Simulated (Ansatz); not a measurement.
**Be4Bi2O (built on the sites of a database entry of Ca4Bi2O): following an unstable mode**

Wanted: the energy along a soft mode of Be4Bi2O (built on the sites of a database entry of Ca4Bi2O) and the structure at the end.

Main program and level: Ansatz 0.2.0; DFT PBEsol, scalar-relativistic, plane waves, PAW.

The structure was built from a prototype and need not be the compound's stable phase.

## 1. Set-up

Symmetry: I4/mmm, No. 139, tetragonal system. The conventional cell has a = 4.151 Å, b = 4.151 Å, c = 11.965 Å, α = 90.00°, β = 90.00°, γ = 90.00°. Nearest to Be lie 1 O at 1.56 Å. Be has 2 O at 2.08 Å nearest. Nearest to Bi lie 1 Be at 2.60 Å. Nearest to O lie 2 Be at 1.56 Å. Farther neighbours and most contacts between anions are not listed.

## 2. The dispersion

The cell comes from relaxations at this level that are not shown. Stability and thermal properties need the whole zone. Linear response on a 2×2×2 q mesh gives force constants as far as a supercell of that size would.

Input file input.yaml:

```yaml
crystal:
  lattice:
    - [-2.0757496891, 2.0757496891, 5.9826857501]
    - [2.0757496891, -2.0757496891, 5.9826857501]
    - [2.0757496891, 2.0757496891, -5.9826857501]
  atoms:
    - { symbol: Be, position: [0.3699222426, 0.3699222426, 0.0] }
    - { symbol: Be, position: [0.5, 0.0, 0.5] }
    - { symbol: Be, position: [0.6300777574, 0.6300777574, 0.0] }
    - { symbol: Be, position: [0.0, 0.5, 0.5] }
    - { symbol: Bi, position: [0.1523523208, 0.1523523208, 0.0] }
    - { symbol: Bi, position: [0.8476476792, 0.8476476792, 0.0] }
    - { symbol: O, position: [0.5, 0.5, 0.0] }
kpoints:
  mp_grid: { grid: [12, 12, 12] }
hamiltonian:
  xc: pbesol
scf:
  occupations: { method: methfessel_paxton, width: 0.2 }
output:
  eigenvalues: true
phonons:
  method: dfpt
  qmesh: [2, 2, 2]
  temperatures: { t_max: 1000, t_step: 50 }
  qpath:
    path:
      - [[0.0, 0.0, 0.0], [0.0, 0.0, 0.5], [0.25, 0.25, 0.25], [0.0, 0.5, 0.0], [0.0, 0.0, 0.0], [0.5, 0.5, -0.5], [0.28009522, 0.71990478, -0.28009522]]
      - [[-0.28009522, 0.28009522, 0.28009522], [0.0, 0.0, 0.0]]
      - [[0.0, 0.0, 0.5], [-0.06019045, 0.06019045, 0.5]]
      - [[0.5, 0.5, -0.06019045], [0.5, 0.5, -0.5]]
    npoints: 10
```

Run with:

```console
$ ansatz run input.yaml --threads 8 --pin off --max-ram 14336MiB --backend cpu --events-out ev --progress --plain --runs-dir out
```

Numbers of over 12 decimals in the logs are rounded to 6 here.

The program printed:

```text
Warning: phonons: the dynamical matrix that this run interpolates holds no multipole term above the dipole-dipole one, and a site of this crystal is no centre of inversion, so its interpolated transverse optical and acoustic branches and sound speeds can stay off near Gamma, and the density of states and the thermodynamics with them. What a run solves at a wave vector of phonons.qpoints, Gamma apart, where the deck admits one, is free of this, and under fd what a larger phonons.supercell samples
Engine: ansatz 0.2.0, x86_64-unknown-linux-gnu
Pseudopotentials: kind: paw
Pseudopotential: Be, paw, valence charge 2, recommended cutoff 420 eV (normal), Be.paw.azcp
Pseudopotential: Bi, paw, valence charge 15, recommended cutoff 420 eV (normal), Bi.paw.azcp
Pseudopotential: O, paw, valence charge 6, recommended cutoff 420 eV (normal), O.paw.azcp
Functional definition: PBEsol
  exchange = pbesol_x
  correlation = pbesol_c
Crystal: 7 atoms, lattice volume = 103.111 Å³
Basis set: ecut = 420 eV, 2007 PW (Γ), exchange–correlation on 90×90×90 points (8 copies of the dense FFT grid, shifted against one another)
Bands: 29, of which v1, the nominal top of the filled ones, is band 22 counted from 1 (21 counted from 0)
Symmetry: 16 space group operations
k-points: 163 of 1728
Non-local potential: Be, projectors of the file, l = 0: 2, l = 1: 2, l = 2: 1
Non-local potential: Bi, projectors of the file, l = 0: 2, l = 1: 2, l = 2: 2, l = 3: 2
Non-local potential: O, projectors of the file, l = 0: 2, l = 1: 2, l = 2: 1
PAW form: soft (Blöchl's): semilocal exchange-correlation on the pseudo side does not see the compensation charge
PAW frozen core: Be, regenerated for the run's functional, and the local potential with it (the file was generated under x = pbe(κ = 0.804, μ = 0.219515), c = pbe(β = 0.066725))
PAW frozen core: Bi, regenerated for the run's functional, and the local potential with it (the file was generated under x = pbe(κ = 0.804, μ = 0.219515), c = pbe(β = 0.066725))
PAW frozen core: O, regenerated for the run's functional, and the local potential with it (the file was generated under x = pbe(κ = 0.804, μ = 0.219515), c = pbe(β = 0.066725))
PAW one-centre angular grid: Be, 110 points (default); XC on 64 Gauss nodes
PAW one-centre angular grid: Bi, 590 points (default); XC on 64 Gauss nodes
PAW one-centre angular grid: O, 110 points (default); XC on 64 Gauss nodes
Initial density: superposition of atomic densities (neutral atoms: chi_scale 0, normalization atom), corrected by the library's trained network
Initial wavefunctions: pseudopotential atomic-orbital guess
Functional: x = pbesol(κ = 0.804, μ = 0.123457), c = pbesol(β = 0.046)
SCF iter   1: F=—  HF=-25404.267266 eV  |F-HF|=—  |Δ(HF+E_count)|=         —  Δρ=9.23e-3  dr2=1.18e-1  ethr=1.77e-3  ⟨swp⟩=7.1  Hψ=24562  notcnv=0
preconditioner: auto → Kerker (q_TF=auto, 2.367 Å⁻¹)  [metal: Δε(μ)=0.007 eV  Ē_g=17.084 eV  σ=0.200 eV  W_gap=0.03  n_scr=24 (ndim 8)  ℏωp=24.3 eV  f_vac=0.000  D(μ)=0.90/eV (n_scr^D=2)]
SCF iter   2: F=—  HF=-25404.238018 eV  |F-HF|=—  |Δ(HF+E_count)|=   2.92e-2  S|Δr|=    0.00e0  Δρ=3.51e-3  dr2=2.36e-2  ethr=2.69e-4  ⟨swp⟩=2.1  Hψ=6994  notcnv=0
SCF iter   3: F=—  HF=-25404.232813 eV  |F-HF|=—  |Δ(HF+E_count)|=   5.21e-3  S|Δr|=    0.00e0  Δρ=1.77e-3  dr2=7.24e-3  ethr=5.36e-5  ⟨swp⟩=1.5  Hψ=5243  notcnv=0
SCF iter   4: F=—  HF=-25404.230675 eV  |F-HF|=—  |Δ(HF+E_count)|=   2.14e-3  S|Δr|=    0.00e0  Δρ=3.61e-4  dr2=1.42e-4  ethr=1.64e-5  ⟨swp⟩=2.5  Hψ=7045  notcnv=0
SCF iter   5: F=—  HF=-25404.230638 eV  |F-HF|=—  |Δ(HF+E_count)|=   3.67e-5  S|Δr|=    0.00e0  Δρ=8.60e-5  dr2=1.23e-5  ethr=3.23e-7  ⟨swp⟩=2.6  Hψ=8104  notcnv=0
SCF iter   6: F=—  HF=-25404.230645 eV  |F-HF|=—  |Δ(HF+E_count)|=   7.34e-6  S|Δr|=    0.00e0  Δρ=3.48e-5  dr2=2.20e-6  ethr=2.79e-8  ⟨swp⟩=2.8  Hψ=8313  notcnv=0
SCF iter   7: F=—  HF=-25404.230671 eV  |F-HF|=—  |Δ(HF+E_count)|=   2.60e-5  S|Δr|=    0.00e0  Δρ=7.66e-6  dr2=1.36e-7  ethr=4.99e-9  ⟨swp⟩=2.4  Hψ=6061  notcnv=0
SCF iter   8: F=—  HF=-25404.230671 eV  |F-HF|=—  |Δ(HF+E_count)|=   2.67e-9  S|Δr|=    0.00e0  Δρ=2.36e-6  dr2=1.08e-8  ethr=3.08e-10  ⟨swp⟩=2.0  Hψ=5454  notcnv=0
SCF iter   9: F=—  HF=-25404.230671 eV  |F-HF|=—  |Δ(HF+E_count)|=  4.58e-10  S|Δr|=    0.00e0  Δρ=7.00e-7  dr2=5.29e-10  ethr=2.45e-11  ⟨swp⟩=2.1  Hψ=6554  notcnv=0
SCF iter  10: F=—  HF=-25404.230671 eV  |F-HF|=—  |Δ(HF+E_count)|=  5.09e-11  S|Δr|=    0.00e0  Δρ=1.54e-7  dr2=3.25e-11  ethr=1.20e-12  ⟨swp⟩=2.1  Hψ=8003  notcnv=0
[...]
SCF 1 converged in 11 iterations: F = -25404.230671 eV  dr2 = 3.76e-12
  greatest PAW one-centre occupation: 0.987 electrons in one spin orbital (limit 2), on the Bi atom at site 5 (counted from 0), in its partial waves of l = 2
Initial density: read from a saved state, or passed on in memory by an earlier SCF of this step, an earlier step, the calling program or the single point that the run made first
[...]
SCF iter   1: F=—  HF=-25404.230643 eV  |F-HF|=—  |Δ(HF+E_count)|=         —  Δρ=3.69e-6  dr2=7.57e-9  ethr=9.97e-7  ⟨swp⟩=3.2  Hψ=36425  notcnv=0
eigensolver tolerance schedule: the retry pair's looser diagonalisation over-reported the residual by 57918.08 of it (diagonalisation noise at an unbounded share of the residual, at the tolerance the schedule requests for it); recorded, not acted on — ethr = c·dr2/N_el stays at c = 1.0e-1
preconditioner: auto → Kerker (q_TF=auto, 2.367 Å⁻¹)  [metal: Δε(μ)=0.029 eV  Ē_g=17.069 eV  σ=0.200 eV  W_gap=0.12  n_scr=24 (ndim 8)  ℏωp=24.3 eV  f_vac=0.000  D(μ)=0.95/eV (n_scr^D=2)]
SCF iter   2: F=—  HF=-25404.230671 eV  |F-HF|=—  |Δ(HF+E_count)|=   2.83e-5  S|Δr|=    0.00e0  Δρ=2.13e-6  dr2=2.68e-9  ethr=1.72e-11  ⟨swp⟩=3.9  Hψ=13358  notcnv=0
SCF iter   3: F=—  HF=-25404.230671 eV  |F-HF|=—  |Δ(HF+E_count)|=  8.59e-10  S|Δr|=    0.00e0  Δρ=1.36e-6  dr2=1.05e-9  ethr=6.10e-12  ⟨swp⟩=2.0  Hψ=7388  notcnv=0
SCF iter   4: F=—  HF=-25404.230671 eV  |F-HF|=—  |Δ(HF+E_count)|=  3.60e-10  S|Δr|=    0.00e0  Δρ=7.80e-7  dr2=3.38e-10  ethr=2.39e-12  ⟨swp⟩=2.0  Hψ=6921  notcnv=0
SCF iter   5: F=—  HF=-25404.230671 eV  |F-HF|=—  |Δ(HF+E_count)|=  5.09e-11  S|Δr|=    0.00e0  Δρ=5.96e-7  dr2=1.96e-10  ethr=1.00e-12  ⟨swp⟩=1.0  Hψ=4727  notcnv=0
SCF iter   6: F=—  HF=-25404.230671 eV  |F-HF|=—  |Δ(HF+E_count)|=  6.18e-11  S|Δr|=    0.00e0  Δρ=4.67e-7  dr2=1.23e-10  ethr=1.00e-12  ⟨swp⟩=1.0  Hψ=4727  notcnv=0
SCF iter   7: F=—  HF=-25404.230671 eV  |F-HF|=—  |Δ(HF+E_count)|=  7.28e-12  S|Δr|=    0.00e0  Δρ=3.71e-7  dr2=7.67e-11  ethr=1.00e-12  ⟨swp⟩=1.0  Hψ=4727  notcnv=0
SCF iter   8: F=—  HF=-25404.230671 eV  |F-HF|=—  |Δ(HF+E_count)|=  2.91e-11  S|Δr|=    0.00e0  Δρ=2.66e-7  dr2=3.96e-11  ethr=1.00e-12  ⟨swp⟩=1.0  Hψ=4727  notcnv=0
SCF iter   9: F=—  HF=-25404.230671 eV  |F-HF|=—  |Δ(HF+E_count)|=  7.28e-12  S|Δr|=    0.00e0  Δρ=1.52e-7  dr2=1.31e-11  ethr=1.00e-12  ⟨swp⟩=1.0  Hψ=4727  notcnv=0
SCF iter  10: F=-25404.230671 eV  HF=-25404.230671 eV  |F-HF|=3.64e-12  |Δ(HF+E_count)|=  7.28e-12  S|Δr|=    0.00e0  Δρ=4.41e-9  dr2=2.34e-14  ethr=1.00e-12  ⟨swp⟩=3.0  Hψ=9301  notcnv=0
SCF 2 converged in 10 iterations: F = -25404.230671 eV  dr2 = 2.34e-14
phonons: the bands overlap, so this run is a metal and interpolates without the dipole-dipole term. If the crystal is really an insulator or semiconductor, its LO-TO splitting is missing
NSCF: frozen V_eff on 163 k-points
WARN: eigensolver did not converge in 10 slots of this pass, the one above among them; of largest residual over every band (k=48): 1 band(s) unlocked (lowest unlocked band 28, counted from 0; max residual 2.16e-3 eV among the unlocked bands, 2.16e-3 eV over every band); of lowest unlocked band (k=0): band 28
NSCF: frozen V_eff on 280 k-points
DFPT response loops at q = (0, 0, 0) (fractional): preconditioner auto → Kerker (q_TF=auto, 2.367 Å⁻¹) (partly filled bands, converged f_vac=0.000); β = 1.00, the filter's whole step (`scf.mixing.beta` (0.50) is not read by the response loops under this deck's `scf.mixing.preconditioner`; to damp them name `kerker` or `kerker_dos`, under which they read `scf.mixing.beta`, and type it under 1.00, their step now; both keys bind the ground state too); Broyden in place of MSR1
NSCF: frozen V_eff on 952 k-points
DFPT response loops at q = (0, 0, -0.5) (fractional): mixed as the last ones told, above
NSCF: frozen V_eff on 952 k-points
DFPT response loops at q = (0, -0.5, 0) (fractional): mixed as the last ones told, above
NSCF: frozen V_eff on 560 k-points
DFPT response loops at q = (-0.5, -0.5, -0.5) (fractional): mixed as the last ones told, above
SCF converged after 11 iterations
Stability not checked: this state was not tested for a lower state beside it, because cold or Methfessel-Paxton smearing, or corrected tetrahedra, fill the levels in a way that the test cannot read (fill_not_monotonic; see scf.lower_state_search)
Free energy (F): -25404.230671 eV
Harris-Foulkes:  -25404.230671 eV  (|F-HF|=3.64e-12)
Internal energy: -25404.230905 eV  (E = F + TS)
E sigma→0 (E₀):  -25404.230730 eV
Entropy (-TS):   0.000233 eV (0.033 meV/atom)
Fermi energy:    10.861434 eV
--- Per-component energies (eV) ---
  E_band       = -158.366919
  E_kinetic    = 860.072038
  E_local      = -3379.356991  (includes V_loc(G=0)·N_el)
  E_nonlocal   = 1186.678254
  E_hartree    = 1126.341375
  E_xc         = -449.012434
  E_vxc        = -461.963863  (∫ρ·V_xc dr)
  E_paw        = -21401.237544  (= ΣΔE_a)
  E_vpaw       = -616.480675  (= ΣTr[D̂ρ^β])
  E_aug_tail   = 0.001557  (compensation charges beyond the density's cutoff)
  E_ewald      = -3347.970077
  E_core_change = 0.252918  (= ΣΔE_core)
  E_smearing   = 0.000233  (= −TS)
  E_closure    = -0.000000  (closes the sum)
  Σ components = -25404.230671   (vs F -25404.230671, Δ=0.00e0)
--- Band table (eV; the first three rows and the last of 163) ---
  k-point 0: bands = [... 18 lower, 8.3535, 8.4655, 9.8904, 9.8904, 10.7094, 11.5479, 11.8790, 14.5929, ... 3 higher]
  k-point 1: bands = [... 18 lower, 7.9318, 8.9988, 9.4571, 9.4575, 11.3560, 12.3556, 12.4397, 14.1623, ... 3 higher]
  k-point 2: bands = [... 18 lower, 7.1225, 7.7609, 8.9679, 10.7570, 12.4620, 12.7760, 13.5358, 13.6632, ... 3 higher]
  k-point 162: bands = [... 18 lower, 8.5651, 8.5651, 10.2584, 10.2584, 10.5139, 10.6533, 12.4064, 12.9351, ... 3 higher]
--- Phonons (Γ-DFPT): 9 representative perturbations + reference (Σ response iterations 29) ---
  ASR residual: 1.153e-4 → 0.000e0 eV/Å²; symmetrization residual: 3.011e-6 eV/Å²
  ASR residual per site (eV/Å²): 1.64e-5 5.44e-5 1.64e-5 5.44e-5 2.81e-5 2.81e-5 1.15e-4
  Γ frequencies (cm⁻¹): -441.99 -441.99 -225.16 -225.16 -208.36 -208.36 0.00 0.00 0.00 80.62 80.62 122.32 150.96 150.96 238.60 260.84 263.45 263.45 372.60 695.38 934.87
--- Phonons (arbitrary-q DFPT): 4 irreducible q on the 2×2×2 mesh ---
  q = [0.0000, 0.0000, 0.0000] (star 1, of the zone-centre solve; hermiticity 2.12e-7, symmetrization 5.15e-14): -441.99 -441.99 -225.16 -225.16 -208.36 -208.36 -0.00 -0.00 0.00 80.62 80.62 122.32 150.96 150.96 238.60 260.84 263.45 263.45 372.60 695.38 934.87
  q = [0.0000, 0.0000, -0.5000] (star 2, 9 solved perturbations in 3696 linear systems a pass and spin channel, the states on 476 of 1728 k-point pairs; hermiticity 1.57e-7, symmetrization 6.17e-14): -279.57 -238.40 -217.82 -177.12 -159.61 -92.19 -66.53 71.59 75.95 89.04 100.37 110.01 117.66 203.22 238.64 252.41 252.58 252.65 342.52 724.53 938.00
  q = [0.0000, -0.5000, 0.0000] (star 4, 15 solved perturbations on 476 of 1728 k-point pairs; hermiticity 1.98e-7, symmetrization 5.63e-14): -430.71 -179.93 -128.67 -33.33 24.91 50.82 52.23 67.87 70.06 83.85 98.72 106.30 160.93 214.44 217.89 265.41 279.03 369.19 371.81 729.16 921.37
  q = [-0.5000, -0.5000, -0.5000] (star 1, 9 solved perturbations in 2169 linear systems a pass and spin channel, the states on 280 of 1728 k-point pairs; hermiticity 1.99e-7, symmetrization 7.83e-14): -443.10 -443.10 -219.24 -219.24 -208.13 -208.13 48.22 48.22 61.75 61.75 94.93 106.62 175.66 175.66 219.74 234.35 269.68 269.68 405.59 707.55 957.31
  sum rule: each row above includes the acoustic sum rule's correction from the zone centre's row sums; it moved no ω² by more than (1.40 cm⁻¹)²
  mesh force constants: q→R imaginary residual 2.65e-18; ASR residual 1.153e-4 → 0.000e0 eV/Å²; symmetrization residual 1.066e-14 eV/Å²
  interpolated dispersion: 94 rows × 21 modes
  density of states and harmonic sums: on the 16×16×22 q-mesh, interpolated from the force constants of a 2×2×2 supercell (no non-analytic term)
  largest difference from the sums on the solved wave vectors: F 8.61e-2 eV, S 1.25e-4 and C_V 3.87e-5 eV/K
  zero-point energy: 0.239519 eV/cell   skipped modes (ω ≤ 0): 8835, of them read as no rigid motion or as one in doubt: 8832 (6.077e0 modes/cell left out, lowest -443.10 cm⁻¹)   left out of the sums: 2.89e-1 of the cell's modes: C_V's classical limit lies that fraction below 3 k_B per atom; for a crystal, a wire or a layer, F and S can be off by more, and a phonons.interpolated_qmesh denser along its periods is the remedy for the sampling
```

The job ended after 13 min (8 threads of AMD EPYC 7R43, shared host; peak memory 4 GiB; 1.7 h of CPU time).

In the SCF lines HF is the Harris–Foulkes energy and dr2 the Hartree energy of the density residual, in eV; the loop may stop once dr2 is under the threshold and the program's other checks hold. Hψ counts applications of the Hamiltonian.

Numbers from this step:

- volume per atom: 14.73 Å³
- gap on the k-mesh: 0 eV
- sum-rule residual before enforcement: 1.15e-4 eV/Å²
- lowest frequency on the path: -443.1 cm⁻¹
- point group: 4/mmm
- highest frequency on the path or at a solved wavevector: 957.3 cm⁻¹
- highest optical mode at the zone centre (no LO-TO term): 934.9 cm⁻¹
- lowest optical zone-centre mode: -442.0 cm⁻¹
- lowest mode on the q mesh (acoustic modes at Γ apart): -443.1 cm⁻¹

Frequencies (cm⁻¹) solved at each irreducible wavevector; negative means imaginary. Frequencies by wavevector, by row:

```csv
q in reciprocal lattice units,star,mode 1,mode 2,mode 3,mode 4,mode 19,mode 20,mode 21
0 0 0,1,-442,-442,-225.2,-225.2,372.6,695.4,934.9
0 0 -0.5,2,-279.6,-238.4,-217.8,-177.1,342.5,724.5,938
0 -0.5 0,4,-430.7,-179.9,-128.7,-33.3,371.8,729.2,921.4
-0.5 -0.5 -0.5,1,-443.1,-443.1,-219.2,-219.2,405.6,707.5,957.3
```

Interpolated from a 2×2×2 q mesh, rough between the solved points. Phonon branches along the path, in cm⁻¹:

```csv
point,branch 1,branch 2,branch 3,branch 4,branch 18,branch 19,branch 20,branch 21
Γ,-442,-442,-225,-225,264,373,695,935
halfway,-383,-328,-130,-110,310,332,718,926
X,-280,-238,-218,-177,253,342,724,938
halfway,-280,-236,-222,-174,253,344,724,938
P,-280,-229,-229,-168,253,345,724,938
halfway,-373,-171,-153,-121,305,346,726,930
N,-431,-180,-129,-33,369,372,729,921
halfway,-436,-352,-151,-133,303,366,712,928
Γ,-442,-442,-225,-225,264,373,695,935
halfway,-442,-442,-222,-222,264,390,701,946
M,-443,-443,-219,-219,270,406,708,957
halfway,-438,-374,-171,-170,297,382,717,944
S,-431,-224,-87,-76,348,368,729,924
jump to S0,-431,-224,-87,-76,348,368,729,924
halfway,-434,-330,-131,-121,305,364,715,924
Γ,-442,-442,-225,-225,264,373,695,935
jump to X,-280,-238,-218,-177,253,342,724,938
halfway,-285,-238,-210,-175,258,342,725,938
R,-297,-239,-191,-170,266,341,725,937
jump to G′,-297,-239,-191,-170,266,341,725,937
halfway,-392,-358,-155,-142,310,356,721,939
M,-443,-443,-219,-219,270,406,708,957
```

Symmetry leaves 4 wavevectors to solve. The lowest mode among them, the acoustic zeros apart, lies at q = (-0.5, -0.5, -0.5) and is imaginary, 443.1i cm⁻¹, so the energy falls along it.

## 3. The mode frozen in, largest atomic shift 0 Å

The mode followed lies at q = (-0.5, -0.5, -0.5) with frequency 443.1i cm⁻¹ and is 2-fold degenerate, the softest among the wavevectors solved. At small amplitude the distorted cell has space group no. 63 by a symmetry search on the positions. The undistorted cell that holds it gives the zero of energy on the same k mesh.

System of this step: Be4Bi2O (built on the sites of a database entry of Ca4Bi2O). Symmetry: I4/mmm, No. 139, tetragonal system. The conventional cell has a = 4.151 Å, b = 4.151 Å, c = 11.965 Å, α = 90.00°, β = 90.00°, γ = 90.00°. Nearest to Be lie 1 O at 1.56 Å. Be has 2 O at 2.08 Å nearest. Nearest to Bi lie 1 Be at 2.60 Å. Nearest to O lie 2 Be at 1.56 Å. Farther neighbours and most contacts between anions are not listed.

Input file input.yaml:

```yaml
crystal:
  lattice:
    - [0.0, -4.1514993781, 0.0]
    - [-4.1514993781, 0.0, 0.0]
    - [0.0, 0.0, -11.9653715001]
  atoms:
    - { symbol: Be, position: [0.5, 0.5, 0.1300777574] }
    - { symbol: Be, position: [1.0, 1.0, 0.6300777574] }
    - { symbol: Be, position: [0.5, 0.0, 0.0] }
    - { symbol: Be, position: [0.0, 0.5, 0.5] }
    - { symbol: Be, position: [0.5, 0.5, 0.8699222426] }
    - { symbol: Be, position: [1.0, 1.0, 0.3699222426] }
    - { symbol: Be, position: [0.0, 0.5, 0.0] }
    - { symbol: Be, position: [0.5, 0.0, 0.5] }
    - { symbol: Bi, position: [0.0, 0.0, 0.8476476792] }
    - { symbol: Bi, position: [0.5, 0.5, 0.3476476792] }
    - { symbol: Bi, position: [0.5, 0.5, 0.6523523208] }
    - { symbol: Bi, position: [1.0, 1.0, 0.1523523208] }
    - { symbol: O, position: [0.5, 0.5, 0.0] }
    - { symbol: O, position: [1.0, 1.0, 0.5] }
kpoints:
  mp_grid: { grid: [8, 8, 4] }
hamiltonian:
  xc: pbesol
scf:
  occupations: { method: methfessel_paxton, width: 0.2 }
output:
  forces: true
  stress: true
  eigenvalues: true
```

The program printed:

```text
[...]
Crystal: 14 atoms, lattice volume = 206.223 Å³
Basis set: ecut = 420 eV, 4007 PW (Γ), exchange–correlation on 60×60×160 points (8 copies of the dense FFT grid, shifted against one another)
Bands: 58, of which v1, the nominal top of the filled ones, is band 44 counted from 1 (43 counted from 0)
Symmetry: 32 space group operations
[...]
k-points: 45 of 256
[...]
k-point 0: bands = [... 40 lower, 9.8893, 9.8893, 10.2587, 10.2587, 10.5111, 10.6554, 10.7063, 11.5484, ... 10 higher]
  k-point 1: bands = [... 40 lower, 9.9337, 9.9337, 10.1924, 10.1924, 10.5343, 10.6706, 11.1155, 11.6717, ... 10 higher]
  k-point 2: bands = [... 40 lower, 10.0523, 10.0523, 10.0523, 10.0523, 10.5966, 10.5966, 11.8512, 11.8512, ... 10 higher]
  k-point 44: bands = [... 40 lower, 7.8608, 7.8608, 8.1747, 8.1747, 11.5632, 11.5632, 11.9745, 11.9745, ... 10 higher]
[key lines of the parts left out:]
SCF converged after 8 iterations
Free energy (F): -50808.442293 eV
Fermi energy:    10.869861 eV
P = ⅓ Tr σ = -0.0272 GPa (-0.272 kbar)
```

Run time: 4 s. Hardware: 8 threads; peak memory 1.1 GiB.

This step gave:

```yaml
pressure: -0.02718 GPa
energy_from_the_undistorted_cell: 0 meV/atom
```

The run ends at a pressure of -0.03 GPa, with forces up to 0.0039 eV/Å.

(Continued in part 2 of 2.)

[Logs are printed without paths, hosts, clocks, repeated set-up lines and the standing remarks that a program may print on its own settings, such as how far it seeks lower states.]

[Hosts, paths, dates, database ids (printed as entryN), source tags and the programs' standing remarks are cut or masked in the printed files.]
